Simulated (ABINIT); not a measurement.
## KMgH3 (Pm-3m): a self-consistent loop beyond G0W0, cycle by cycle

How far does self-consistency move the gap of KMgH3 (Pm-3m)?

Method: LDA and many-body steps on it, plane waves, in ABINIT 10.8.3.

This is a report of a sequence of runs, with most program output left out.

### 1. The structure

Symmetry: Pm-3m, No. 221, cubic system. Conventional cell: a = 4.025 Å, b = 4.025 Å, c = 4.025 Å, α = 90.00°, β = 90.00°, γ = 90.00°. Nearest to K lie 12 H at 2.85 Å. Nearest to Mg lie 6 H at 2.01 Å. Nearest to H lie 2 Mg at 2.01 Å and 8 H at 2.85 Å and 4 K at 2.85 Å. Farther neighbours are not listed.

The cell and positions come from the Crystallography Open Database and are kept as given unless a step says otherwise.

### 2. Empty states on the mesh, 2×2×2 mesh, 58 bands

This step: ABINIT 10.8.3; DFT, LDA, plane waves, norm-conserving pseudopotentials.

The sums over transitions need many empty states on a uniform mesh; this step solves for them.

Input file run.abi:

```
acell 3*1.0 Angstrom
rprim 
  4.025000000000 0.000000000000 0.000000000000
  0.000000000000 4.025000000000 0.000000000000
  0.000000000000 0.000000000000 4.025000000000
ntypat 3
znucl 19 12 1
natom 5
typat 1 2 3 3 3
xred 
  0.000000000000 0.000000000000 0.000000000000
  0.500000000000 0.500000000000 0.500000000000
  0.000000000000 0.500000000000 0.500000000000
  0.500000000000 0.000000000000 0.500000000000
  0.500000000000 0.500000000000 0.000000000000
pp_dirpath "pseudos"
pseudos "K.upf, Mg.upf, H.upf"
ecut 38
ngkpt 2 2 2
nshiftk 1
shiftk 0 0 0
kptopt 1
chksymbreak 0
iscf -2
irdden 1
istwfk *1
nband 58
nbdbuf 4
tolwfr 1e-09
nstep 60
prtvol 0
indata_prefix "in"
outdata_prefix "out"
tmpdata_prefix "tmp"
```

On the command line:

```
> OMP_NUM_THREADS=1 mpirun -n 4 abinit run.abi > log
```

Wall time 9 s (4 MPI ranks of Arm Neoverse V1, shared host); peak memory 0.28 GiB.

This step gave:

| Property | Result |
| --- | --- |
| gap | 2.048 eV |
| k of the valence top | 0.5, 0, 0 |
| k of the conduction bottom | 0.5, 0.5, 0.5 |
| least direct gap | 4.216 eV |
| k points computed | 4 |
| lowest point of the top converged band, above the valence top | 36.30 eV |

On this mesh the gap is 2.048 eV.

The density comes from a self-consistent run that is not shown.

### 3. Screening, 2×2×2 mesh, 54 bands, screening to 106.1 eV

The RPA dielectric matrix is built and inverted for each q.

This step: RPA screening on LDA, plane waves, norm-conserving pseudopotentials.

Edit run.abi of step 2 so:

```diff
@@ -23,10 +23,11 @@
 chksymbreak 0
-iscf -2
-irdden 1
 istwfk *1
-nband 58
-nbdbuf 4
-tolwfr 1e-09
-nstep 60
-prtvol 0
+occopt 1
+irdwfk 1
+optdriver 3
+nband 54
+ecuteps 3.9
+inclvkb 2
+awtr 1
+symchi 1
 indata_prefix "in"
```

Elapsed: 4.5 s, on 4 MPI ranks; peak memory 0.48 GiB; 18 s of CPU time.

Numbers from this step:

| Item | Value |
| --- | --- |
| ε∞ with local fields, on this mesh, along the program's q direction | 4.378 |
| the same without local fields | 4.915 |
| plasma frequency | 21.57 eV |
| plane waves in the screening matrix | 171 |

Local fields lower ε∞ by 11 %. On a Γ-centred mesh this coarse the value itself is usually too large, while a short band sum pulls it down.

### 4. G0W0

The self-energy is evaluated for the states that the input lists, and the levels follow from it, in one-shot runs by the linearised quasiparticle equation.

This step: G0W0 on LDA, plane waves, norm-conserving pseudopotentials.

Edit run.abi of step 3 so:

```diff
@@ -26,8 +26,19 @@
 irdwfk 1
-optdriver 3
+optdriver 4
 nband 54
+gwcalctyp 0
+ecutsigx 38
+symsigma 1
+nkptgw 3
+kptgw 
+  0.5000000000 0.0000000000 0.0000000000
+  0.5000000000 0.5000000000 0.5000000000
+  0.0000000000 0.0000000000 0.0000000000
+bdgw 
+  10 13
+  9 15
+  10 14
 ecuteps 3.9
-inclvkb 2
-awtr 1
-symchi 1
+irdscr 1
+ppmodel 1
 indata_prefix "in"
```

It took 5 s on 4 MPI ranks; peak memory 0.64 GiB.

Numbers from this step:

```yaml
g0w0_gap_on_the_points_computed: 4.171 eV
starting_gap_on_the_mesh: 2.048 eV
k_of_the_valence_top: 0.5, 0, 0
k_of_the_conduction_bottom: 0.5, 0.5, 0.5
z_at_the_valence_top: 0.786
z_at_the_conduction_bottom: 0.818
least_direct_g0w0_gap_on_the_computed_points: 6.399 eV
```

The gap on the mesh goes from 2.05 eV to 4.17 eV, a correction of +2.12 eV.

### 5. evGW0, cycle 1

This step: evGW0 on LDA, plane waves, norm-conserving pseudopotentials.

Edit run.abi of step 4 so:

```diff
@@ -28,14 +28,16 @@
 nband 54
-gwcalctyp 0
+gwcalctyp 10
 ecutsigx 38
 symsigma 1
-nkptgw 3
+nkptgw 4
 kptgw 
+  0.0000000000 0.0000000000 0.0000000000
   0.5000000000 0.0000000000 0.0000000000
+  0.5000000000 0.5000000000 0.0000000000
   0.5000000000 0.5000000000 0.5000000000
-  0.0000000000 0.0000000000 0.0000000000
 bdgw 
-  10 13
-  9 15
-  10 14
+  9 19
+  9 19
+  9 19
+  9 19
 ecuteps 3.9
```

Wall time 9.1 s (4 MPI ranks); peak memory 0.74 GiB.

This step gave:

| Quantity | Value |
| --- | --- |
| quasiparticle gap on the mesh | 4.686 eV |
| gap of the density functional on the mesh | 2.048 eV |
| k of the valence top | 0.5, 0, 0 |
| k of the conduction bottom | 0.5, 0.5, 0.5 |
| Z at the valence top | 0.786 |
| Z at the conduction bottom | 0.818 |
| least direct quasiparticle gap on the computed points | 6.947 eV |

Against G0W0 in ABINIT (2×2×2 mesh, 54 bands, screening to 106.1 eV, Godby-Needs plasmon pole), the gap moves by +0.515 eV. This first cycle still uses the starting levels; it takes the full correction, at all points of the mesh, and its linearised value is 4.171 eV.

### 6. evGW0, cycle 2

The corrected levels of the last cycle go back in.

Edit run.abi of step 5 so:

```diff
@@ -45,2 +45,3 @@
 ppmodel 1
+irdqps 1
 indata_prefix "in"
```

Elapsed: 9.1 s, on 4 MPI ranks; peak memory 0.74 GiB.

This step gave:

* quasiparticle gap on the mesh: 4.487 eV
* gap of the density functional on the mesh: 2.048 eV
* k of the valence top: 0.5, 0, 0
* k of the conduction bottom: 0.5, 0.5, 0.5
* least direct quasiparticle gap on the computed points: 6.739 eV

Against the cycle before, the gap moves by −0.199 eV.

### 7. evGW0, cycle 3

run.abi is that of step 6.

Elapsed: 9.1 s, on 4 MPI ranks; peak memory 0.74 GiB.

Numbers from this step:

| Item | Value |
| --- | --- |
| quasiparticle gap on the mesh | 4.501 eV |
| gap of the density functional on the mesh | 2.048 eV |
| k of the valence top | 0.5, 0, 0 |
| k of the conduction bottom | 0.5, 0.5, 0.5 |
| least direct quasiparticle gap on the computed points | 6.754 eV |

Against the cycle before, the gap moves by +0.014 eV.

### 8. evGW0, cycle 4

run.abi is that of step 7.

It took 9.1 s on 4 MPI ranks; peak memory 0.74 GiB.

This step gave:

```
quasiparticle gap on the mesh                         : 4.501 eV
gap of the density functional on the mesh             : 2.048 eV
k of the valence top                                  : 0.5, 0, 0
k of the conduction bottom                            : 0.5, 0.5, 0.5
least direct quasiparticle gap on the computed points : 6.753 eV
```

Against the cycle before, the gap moves by +0.000 eV.

### 9. Screening, 2×2×2 mesh, 54 bands, screening to 106.1 eV

This step: RPA screening on LDA, plane waves, norm-conserving pseudopotentials.

Edit run.abi of step 8 so:

```diff
@@ -26,22 +26,13 @@
 irdwfk 1
-optdriver 4
+optdriver 3
 nband 54
+ecuteps 3.9
+inclvkb 2
+awtr 1
+symchi 1
 gwcalctyp 10
-ecutsigx 38
-symsigma 1
-nkptgw 4
-kptgw 
-  0.0000000000 0.0000000000 0.0000000000
-  0.5000000000 0.0000000000 0.0000000000
-  0.5000000000 0.5000000000 0.0000000000
-  0.5000000000 0.5000000000 0.5000000000
-bdgw 
-  9 19
-  9 19
-  9 19
-  9 19
-ecuteps 3.9
-irdscr 1
-ppmodel 1
-irdqps 1
+mbpt_sciss 2.601 eV
+nqptdm 1
+qptdm 
+  0 0 0
 indata_prefix "in"
```

Run time: 3.8 s. Hardware: 4 MPI ranks; peak memory 0.48 GiB.

This step gave:

- ε∞ with local fields, on this mesh, along the program's q direction: 3.411
- the same without local fields: 3.719
- plasma frequency: 21.57 eV
- plane waves in the screening matrix: 171

This screening uses the functional's bands under a rigid shift, the mean opening of the cycle before.

### 10. Screening, 2×2×2 mesh, 54 bands, screening to 106.1 eV

This step: RPA screening on LDA from quasiparticle energies, plane waves, norm-conserving pseudopotentials.

Edit run.abi of step 9 so:

```diff
@@ -32,7 +32,9 @@
 symchi 1
+irdqps 1
 gwcalctyp 10
-mbpt_sciss 2.601 eV
-nqptdm 1
+nqptdm 3
 qptdm 
-  0 0 0
+  0.5000000000 0.0000000000 0.0000000000
+  0.5000000000 0.5000000000 0.0000000000
+  0.5000000000 0.5000000000 0.5000000000
 indata_prefix "in"
```

Input file mrgscr.stdin:

```
2
merged
q0_SCR
out_SCR
1
```

On the command line:

```
> OMP_NUM_THREADS=1 mpirun -n 4 abinit run.abi > log; mrgscr < mrgscr.stdin
```

Wall time 3.5 s (4 MPI ranks); peak memory 0.43 GiB.

This step gave:

```yaml
plasma_frequency: 21.57 eV
plane_waves_in_the_screening_matrix: 171
```

This screening reads the quasiparticle levels of the cycle before.

### 11. evGW, cycle 1

This step: evGW on LDA, plane waves, norm-conserving pseudopotentials.

Edit run.abi of step 10 so:

```diff
@@ -26,12 +26,10 @@
 irdwfk 1
-optdriver 3
+optdriver 4
 nband 54
-ecuteps 3.9
-inclvkb 2
-awtr 1
-symchi 1
-irdqps 1
 gwcalctyp 10
-nqptdm 3
-qptdm 
+ecutsigx 38
+symsigma 1
+nkptgw 4
+kptgw 
+  0.0000000000 0.0000000000 0.0000000000
   0.5000000000 0.0000000000 0.0000000000
@@ -39,2 +37,11 @@
   0.5000000000 0.5000000000 0.5000000000
+bdgw 
+  9 19
+  9 19
+  9 19
+  9 19
+ecuteps 3.9
+irdscr 1
+ppmodel 1
+irdqps 1
 indata_prefix "in"
```

On the command line:

```
> OMP_NUM_THREADS=1 mpirun -n 4 abinit run.abi > log
```

The job ended after 9 s (4 MPI ranks; peak memory 0.74 GiB; 36 s of CPU time).

This step gave:

```yaml
quasiparticle_gap_on_the_mesh: 4.99 eV
gap_of_the_density_functional_on_the_mesh: 2.048 eV
k_of_the_valence_top: 0.5, 0, 0
k_of_the_conduction_bottom: 0.5, 0.5, 0.5
least_direct_quasiparticle_gap_on_the_computed_points: 7.289 eV
```

Against G0W0 in ABINIT (2×2×2 mesh, 54 bands, screening to 106.1 eV, Godby-Needs plasmon pole), the gap moves by +0.819 eV.

### 12. Screening, 2×2×2 mesh, 54 bands, screening to 106.1 eV

This step: RPA screening on LDA, plane waves, norm-conserving pseudopotentials.

Edit run.abi of step 11 so:

```diff
@@ -26,22 +26,13 @@
 irdwfk 1
-optdriver 4
+optdriver 3
 nband 54
+ecuteps 3.9
+inclvkb 2
+awtr 1
+symchi 1
 gwcalctyp 10
-ecutsigx 38
-symsigma 1
-nkptgw 4
-kptgw 
-  0.0000000000 0.0000000000 0.0000000000
-  0.5000000000 0.0000000000 0.0000000000
-  0.5000000000 0.5000000000 0.0000000000
-  0.5000000000 0.5000000000 0.5000000000
-bdgw 
-  9 19
-  9 19
-  9 19
-  9 19
-ecuteps 3.9
-irdscr 1
-ppmodel 1
-irdqps 1
+mbpt_sciss 3.138 eV
+nqptdm 1
+qptdm 
+  0 0 0
 indata_prefix "in"
```

Run time: 3.8 s. Hardware: 4 MPI ranks; peak memory 0.49 GiB.

Numbers from this step:

```yaml
eps_infinity_with_local_fields_on_this_mesh_along_the_program_s_q_direction: 3.281
the_same_without_local_fields: 3.562
plasma_frequency: 21.57 eV
plane_waves_in_the_screening_matrix: 171
```

This screening uses the functional's bands under a rigid shift, the mean opening of the cycle before.

### 13. Screening, 2×2×2 mesh, 54 bands, screening to 106.1 eV

This step: RPA screening on LDA from quasiparticle energies, plane waves, norm-conserving pseudopotentials.

Edit run.abi of step 12 so:

```diff
@@ -32,7 +32,9 @@
 symchi 1
+irdqps 1
 gwcalctyp 10
-mbpt_sciss 3.138 eV
-nqptdm 1
+nqptdm 3
 qptdm 
-  0 0 0
+  0.5000000000 0.0000000000 0.0000000000
+  0.5000000000 0.5000000000 0.0000000000
+  0.5000000000 0.5000000000 0.5000000000
 indata_prefix "in"
```

mrgscr.stdin is that of step 10.

On the command line:

```
> OMP_NUM_THREADS=1 mpirun -n 4 abinit run.abi > log; mrgscr < mrgscr.stdin
```

The job ended after 3.4 s (4 MPI ranks; peak memory 0.43 GiB; 13 s of CPU time).

This step gave:

```yaml
plasma_frequency: 21.57 eV
plane_waves_in_the_screening_matrix: 171
```

This screening reads the quasiparticle levels of the cycle before.

### 14. evGW, cycle 2

This step: evGW on LDA, plane waves, norm-conserving pseudopotentials.

Edit run.abi of step 13 so:

```diff
@@ -26,12 +26,10 @@
 irdwfk 1
-optdriver 3
+optdriver 4
 nband 54
-ecuteps 3.9
-inclvkb 2
-awtr 1
-symchi 1
-irdqps 1
 gwcalctyp 10
-nqptdm 3
-qptdm 
+ecutsigx 38
+symsigma 1
+nkptgw 4
+kptgw 
+  0.0000000000 0.0000000000 0.0000000000
   0.5000000000 0.0000000000 0.0000000000
@@ -39,2 +37,11 @@
   0.5000000000 0.5000000000 0.5000000000
+bdgw 
+  9 19
+  9 19
+  9 19
+  9 19
+ecuteps 3.9
+irdscr 1
+ppmodel 1
+irdqps 1
 indata_prefix "in"
```

On the command line:

```
> OMP_NUM_THREADS=1 mpirun -n 4 abinit run.abi > log
```

The job ended after 9 s (4 MPI ranks; peak memory 0.74 GiB).

Numbers from this step:

* quasiparticle gap on the mesh: 5.051 eV
* gap of the density functional on the mesh: 2.048 eV
* k of the valence top: 0.5, 0, 0
* k of the conduction bottom: 0.5, 0.5, 0.5
* least direct quasiparticle gap on the computed points: 7.353 eV

Against the cycle before, the gap moves by +0.061 eV.

### 15. Screening, 2×2×2 mesh, 54 bands, screening to 106.1 eV

This step: RPA screening on LDA, plane waves, norm-conserving pseudopotentials.

Edit run.abi of step 14 so:

```diff
@@ -26,22 +26,13 @@
 irdwfk 1
-optdriver 4
+optdriver 3
 nband 54
+ecuteps 3.9
+inclvkb 2
+awtr 1
+symchi 1
 gwcalctyp 10
-ecutsigx 38
-symsigma 1
-nkptgw 4
-kptgw 
-  0.0000000000 0.0000000000 0.0000000000
-  0.5000000000 0.0000000000 0.0000000000
-  0.5000000000 0.5000000000 0.0000000000
-  0.5000000000 0.5000000000 0.5000000000
-bdgw 
-  9 19
-  9 19
-  9 19
-  9 19
-ecuteps 3.9
-irdscr 1
-ppmodel 1
-irdqps 1
+mbpt_sciss 3.207 eV
+nqptdm 1
+qptdm 
+  0 0 0
 indata_prefix "in"
```

Wall time 3.8 s (4 MPI ranks); peak memory 0.49 GiB; 15 s of CPU time.

Numbers from this step:

| Quantity | Value |
| --- | --- |
| ε∞ with local fields, on this mesh, along the program's q direction | 3.265 |
| the same without local fields | 3.543 |
| plasma frequency | 21.57 eV |
| plane waves in the screening matrix | 171 |

This screening uses the functional's bands under a rigid shift, the mean opening of the cycle before.

### 16. Screening, 2×2×2 mesh, 54 bands, screening to 106.1 eV

This step: RPA screening on LDA from quasiparticle energies, plane waves, norm-conserving pseudopotentials.

Edit run.abi of step 15 so:

```diff
@@ -32,7 +32,9 @@
 symchi 1
+irdqps 1
 gwcalctyp 10
-mbpt_sciss 3.207 eV
-nqptdm 1
+nqptdm 3
 qptdm 
-  0 0 0
+  0.5000000000 0.0000000000 0.0000000000
+  0.5000000000 0.5000000000 0.0000000000
+  0.5000000000 0.5000000000 0.5000000000
 indata_prefix "in"
```

mrgscr.stdin is that of step 13.

On the command line:

```
> OMP_NUM_THREADS=1 mpirun -n 4 abinit run.abi > log; mrgscr < mrgscr.stdin
```

The job ended after 3.4 s (4 MPI ranks; peak memory 0.43 GiB; 13 s of CPU time).

Numbers from this step:

* plasma frequency: 21.57 eV
* plane waves in the screening matrix: 171

This screening reads the quasiparticle levels of the cycle before.

### 17. evGW, cycle 3

This step: evGW on LDA, plane waves, norm-conserving pseudopotentials.

Edit run.abi of step 16 so:

```diff
@@ -26,12 +26,10 @@
 irdwfk 1
-optdriver 3
+optdriver 4
 nband 54
-ecuteps 3.9
-inclvkb 2
-awtr 1
-symchi 1
-irdqps 1
 gwcalctyp 10
-nqptdm 3
-qptdm 
+ecutsigx 38
+symsigma 1
+nkptgw 4
+kptgw 
+  0.0000000000 0.0000000000 0.0000000000
   0.5000000000 0.0000000000 0.0000000000
@@ -39,2 +37,11 @@
   0.5000000000 0.5000000000 0.5000000000
+bdgw 
+  9 19
+  9 19
+  9 19
+  9 19
+ecuteps 3.9
+irdscr 1
+ppmodel 1
+irdqps 1
 indata_prefix "in"
```

On the command line:

```
> OMP_NUM_THREADS=1 mpirun -n 4 abinit run.abi > log
```

Elapsed: 9.1 s, on 4 MPI ranks; peak memory 0.74 GiB; 36 s of CPU time.

This step gave:

```
quasiparticle gap on the mesh                         : 5.057 eV
gap of the density functional on the mesh             : 2.048 eV
k of the valence top                                  : 0.5, 0, 0
k of the conduction bottom                            : 0.5, 0.5, 0.5
least direct quasiparticle gap on the computed points : 7.36 eV
```

Against the cycle before, the gap moves by +0.006 eV.

### 18. Side by side

Times are wall times on 4 MPI ranks of Arm Neoverse V1, shared host, good to a factor of about two. A run's time includes the screening step that it read.

```
           run   mesh  bands  screening cutoff (eV)  DFT gap (eV)  gap on the mesh (eV)  direct (eV)  ε∞ used   time
          G0W0  2×2×2     54                  106.1         2.048                 4.171        6.399     4.38  9.5 s
evGW0, cycle 1  2×2×2     54                  106.1         2.048                 4.686        6.947     4.38   14 s
evGW0, cycle 2  2×2×2     54                  106.1         2.048                 4.487        6.739     4.38   14 s
evGW0, cycle 3  2×2×2     54                  106.1         2.048                 4.501        6.754     4.38   14 s
evGW0, cycle 4  2×2×2     54                  106.1         2.048                 4.501        6.753     4.38   14 s
 evGW, cycle 1  2×2×2     54                  106.1         2.048                 4.990        7.289     3.41   16 s
 evGW, cycle 2  2×2×2     54                  106.1         2.048                 5.051        7.353     3.28   16 s
 evGW, cycle 3  2×2×2     54                  106.1         2.048                 5.057        7.360     3.26   16 s
```

### 19. What came out

```
G0W0           : 4.171 eV
evGW0, cycle 1 : 4.686 eV
evGW0, cycle 2 : 4.487 eV
evGW0, cycle 3 : 4.501 eV
evGW0, cycle 4 : 4.501 eV
evGW, cycle 1  : 4.990 eV
evGW, cycle 2  : 5.051 eV
evGW, cycle 3  : 5.057 eV
known limits   : not at the basis limit; coarse k mesh
```

Only the bands that the input lists are updated; the others, empty or deep, keep the functional's energies or take a rigid shift. The evGW loop starts from the last levels of evGW0, so its cycles and time come on top of those. evGW0 ends at 4.50 eV, +0.33 eV from G0W0, after 4 cycles that took 36 s beside the first screening; the last moved the gap by 0.000 eV. evGW ends at 5.06 eV, +0.89 eV from G0W0, after 3 cycles that took 49 s beside the first screening; the last moved the gap by 0.006 eV. The first cycle of evGW0 takes the full correction, without the factor Z, so it overshoots the one-shot value. Bands and cutoff are finite, so the gap is not at the basis limit. The miss can reach some tenths of an eV and take either sign; the mesh is an error of its own. The 2×2×2 mesh is coarse for this cell, which bears on the long-range parts of exchange and screening. This is the ideal cubic cell; many perovskites, halides above all, are cubic only on average, and local tilts or off-centring can widen the gap. In the updated screening the q = 0 part is built from Kohn-Sham bands under a rigid shift, the other q from the quasiparticle levels.

[Paths, hosts, dates, memory and timing lines, banners, echoed tables and standing remarks are left out of the program output.]

[Logs are printed without paths, hosts, clocks, repeated set-up lines and the standing remarks that a program may print on its own settings, such as how far it seeks lower states.]

[Runs of the session that timed out or met a known fault of the program may be left out.]

[Hosts, paths, dates, database ids (printed as entryN), source tags and the programs' standing remarks are cut or masked in the printed files.]

[G0W0 gaps are taken among the corrected bands and points alone; a level outside them can change the order at an edge.]

[Where Ansatz stands beside ABINIT at settings called matched, ABINIT's density can come from a denser mesh and the files from another edition; pairs whose starting gaps differed by over 0.03 eV were left out, so agreement reads better than it is.]
